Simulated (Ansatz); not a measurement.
# SnTeSe monolayer, Janus: modes against uniaxial strain along a, the zigzag direction, with the width clamped, part 3 of 3

Wanted: the shifts of the zone-centre modes of SnTeSe monolayer, Janus with strain.

Ansatz 0.2.0; DFT PBE, scalar-relativistic, plane waves, PAW; PAW set soft_1.

So far, highest optical mode at the zone centre (no LO-TO term) (cm⁻¹): step 5 (modes at rest) 207; step 7 (strain 5 %) 202.

## (8) A member of the series: uniaxial strain of -3 % along a, the zigzag direction, with the width clamped (continued)

The steps of the relaxation:

```tsv
step	energy less that of the first step (eV)	largest force component (eV/Å)
1	0.0000	0.0664
2	0.0001	0.0982
3	-0.0006	0.0108
4	-0.0006	0.0043
5	-0.0006	0.0002
```

Relaxation step 2 was tried and not accepted.

Forces are held to the 2 operations that the run works with; a distortion that breaks them can't arise in this run.

The atoms that moved most (Å):

```tsv
atom	dx	dy	dz	length
Te3	0.000	0.008	-0.009	0.012
Se2	0.000	-0.004	0.007	0.008
```

Final coordinates:

```cif
data_structure
_symmetry_space_group_name_H-M 'P 1'
_symmetry_Int_Tables_number 1
_cell_length_a 3.8728
_cell_length_b 3.9630
_cell_length_c 30.0000
_cell_angle_alpha 90.000
_cell_angle_beta 90.000
_cell_angle_gamma 119.250
_cell_volume 401.73
loop_
_atom_site_label
_atom_site_type_symbol
_atom_site_fract_x
_atom_site_fract_y
_atom_site_fract_z
_atom_site_occupancy
Sn1 Sn 0.99831 0.99662 0.33553 1
Se2 Se 0.33150 0.66299 0.38803 1
Te3 Te 0.67019 0.34039 0.27311 1
```

Numbers from this step:

```yaml
area_per_atom: 4.464 Å²
```

The largest force component left is 0.19 meV/Å.

## (9) Zone-centre modes of the member: uniaxial strain of -3 % along a, the zigzag direction, with the width clamped

The zone-centre modes follow for uniaxial strain of -3 % along a, the zigzag direction, with the width clamped.

Input file input.yaml:

```yaml
crystal:
  lattice:
    - [3.8728339103, 0.0, 0.0]
    - [-1.9364169551, 3.4577036608, 0.0]
    - [0.0, 0.0, 30.0]
  atoms:
    - { symbol: Sn, position: [-0.001690401, -0.0033808021, 0.3355275432] }
    - { symbol: Se, position: [0.3314969147, 0.6629938294, 0.3880340424] }
    - { symbol: Te, position: [0.6701934863, 0.3403869726, 0.2731050809] }
  periodic: [true, true, false]
kpoints:
  mp_grid: { grid: [12, 12, 1] }
hamiltonian:
  xc: pbe
  pseudopotentials: { kind: paw, azcp: { folder: soft_1 } }
scf:
  occupations: { method: methfessel_paxton, width: 0.2 }
output:
  eigenvalues: true
phonons:
  method: dfpt
```

Launch:

```
$ ansatz run input.yaml --threads 8 --pin off --max-ram 16384MiB --backend cpu --events-out ev --progress --plain --runs-dir out
```

Numbers of over 12 decimals in the logs are rounded to 6 here.

The program printed:

```text
[...]
Crystal: 3 atoms, lattice volume = 401.733 Å³
Basis set: ecut = 420 eV, 7945 PW (Γ), exchange–correlation on 54×54×432 points (8 copies of the dense FFT grid, shifted against one another)
Bands: 28, of which v1, the nominal top of the filled ones, is band 23 counted from 1 (22 counted from 0)
Symmetry: 2 space group operations
k-points: 43 of 144 (time reversal used)
[...]
k-point 42: bands = [... 19 lower, -8.8575, -7.9517, -6.9385, -6.2010, -4.2859, -1.5803, -0.8153, -0.2095, ... 1 higher]
  ° read free of the cell's end (the report's vacuum.weakly_bound_levels)
[...]
ASR residual: 1.385e-4 → 0.000e0 eV/Å²; symmetrization residual: 3.265e-5 eV/Å²
  ASR residual per site (eV/Å²): 1.38e-4 1.67e-5 3.96e-5
  Γ frequencies (cm⁻¹): 0.00 0.00 0.00 73.62 81.89 117.60 125.85 130.21 212.48
[...]
[key lines of the parts left out:]
SCF converged after 12 iterations
Free energy (F): -18473.941690 eV
Fermi energy:    -5.088449 eV
```

It took 59 s on 8 threads of AMD EPYC 7B13 (Zen 3), shared host; peak memory 2.2 GiB.

This step gave:

* sum-rule residual before enforcement: 1.38e-4 eV/Å²
* highest optical mode at the zone centre (no LO-TO term): 212.5 cm⁻¹
* lowest optical zone-centre mode: 73.62 cm⁻¹

Patterns of degenerate modes are one choice out of their space. Modes at Γ, with each element's share of the kinetic energy:

```tsv
mode	frequency (cm⁻¹)	symmetry	Sn %	Se %	Te %
1	0.0	acoustic	36	24	39
2	0.0	acoustic	36	24	39
3	0.0	acoustic	36	24	39
4	73.6	A''	15	26	59
5	81.9	A'	11	31	58
6	117.6	A'	52	45	3
7	125.8	A''	49	50	1
8	130.2	A'	14	27	59
9	212.5	A'	49	49	2
```

Displacements in mode 4 (73.6 cm⁻¹), the largest set to 1:
```
Sn1 -0.51  0.00  0.00
Se2 -0.84  0.00  0.00
Te3  1.00  0.00  0.00
```

Displacements in mode 8 (130.2 cm⁻¹), the largest set to 1:
```
Sn1  0.00  0.02 -0.51
Se2  0.00 -0.01 -0.85
Te3  0.00 -0.01  1.00
```

The lowest optical mode is real, 73.6 cm⁻¹, and the highest lies at 212.5 cm⁻¹.

For the highest optical mode at the zone centre (no LO-TO term), step 5 gave 207 cm⁻¹; this run, with strain -3 %, gives 212 cm⁻¹ (+2 %).

## (10) The series together

The members are set side by side, also those not shown above.

Energies are extrapolated to zero smearing, and E0 is that at rest; the cell is clamped and the atoms are relaxed; all runs use 12×12×1 k points and Methfessel-Paxton smearing of 0.2 eV. State of the crystal along the series:

```tsv
strain (%)	E - E0 (meV/atom)
-3	5.014
-2	2.145
-1	0.5098
0	0
1	0.5233
2	2.047
3	4.596
4	8.184
5	12.79
```

Optical modes are counted from below at rest and tracked from member to member by their patterns, and modes that stay within 0.3 cm⁻¹ of each other stand once; labels, where given, are those at rest, then, where named, those of the strained cell; the cell is clamped and the atoms are relaxed; all runs use 12×12×1 k points and Methfessel-Paxton smearing of 0.2 eV. Optical modes along the series:

```tsv
strain (%)	optical mode 1 E to A' single part (cm⁻¹)	optical mode 2 E to A'' single part (cm⁻¹)	optical mode 3 E to A'' single part (cm⁻¹)	optical mode 4 E to A' single part (cm⁻¹)	optical mode 5 A1 to A' (cm⁻¹)	optical mode 6 A1 to A' (cm⁻¹)
-3	81.89	73.62	125.8	117.6	130.2	212.5
-2	80.75	74.82	122.4	117	130.6	210.9
-1	79.1	76.03	118.8	116	130.5	209.1
0	77.27	77.27	115.3	115.3	130.4	207.5
1	75.85	78.4	111.8	114.9	130.5	206
2	75.09	79.36	108.6	115.1	131	204.9
3	74.77	79.91	105.1	116.1	131.5	203.9
4	74.32	80.19	101.5	117.3	131.7	202.8
5	73.57	80.21	97.42	118.5	131.5	201.7
```

Value and slope at zero strain of a cubic (a lower polynomial where under five rows exist) through the rows within 2 % of rest. Slopes at rest:

```tsv
mode	frequency (cm⁻¹)	shift per percent of strain (cm⁻¹)
optical mode 1 E to A' single part	77.3	-1.69
optical mode 2 E to A'' single part	77.3	1.2
optical mode 3 E to A'' single part	115.3	-3.52
optical mode 4 E to A' single part	115.3	-0.63
optical mode 5 A1 to A'	130.5	-0.04
optical mode 6 A1 to A'	207.5	-1.56
```

## (11) Summary of results

```
members                                                          : 9
highest optical mode at the zone centre (no LO-TO term), at rest : 207.5 cm⁻¹
optical mode 3 E to A'' single part, shift per percent           : -3.52 cm⁻¹
optical mode 4 E to A' single part, shift per percent            : -0.63 cm⁻¹
optical mode 5 A1 to A', shift per percent                       : -0.04 cm⁻¹
optical mode 6 A1 to A', shift per percent                       : -1.56 cm⁻¹
```

**Reading.** The strain lowers the symmetry: the level at 115.3 cm⁻¹ splits, into 97.4 and 118.5 cm⁻¹ at +5 %. Within 2 % of rest optical mode 1 E to A' single part, optical mode 4 E to A' single part and optical mode 5 A1 to A' bend away from a straight line, so a single slope holds only near rest. The fastest shift in the table of slopes is -3.5 cm⁻¹ for each percent (optical mode 3 E to A'' single part). The width is clamped, so the contraction across the strain that a free sheet shows is left out. These are harmonic frequencies at zero temperature: anharmonic shifts, linewidths and thermal expansion are left out. Spin-orbit coupling is left out, which can matter for the heavy elements here. With no gap, or one that is small against the smearing, the frequencies hang on the k mesh and the smearing, most of all near Kohn anomalies. A semilocal functional can close a gap that the real compound would have, so the metallic treatment may be an artefact of the level. The starting cell was built on a prototype and not taken from a measurement. Only the zone centre was solved, so an instability at another wavevector cannot show here.

[Logs are printed without paths, hosts, clocks, repeated set-up lines and the standing remarks that a program may print on its own settings, such as how far it seeks lower states.]

[Hosts, paths, dates, database ids (printed as entryN), source tags and the programs' standing remarks are cut or masked in the printed files.]
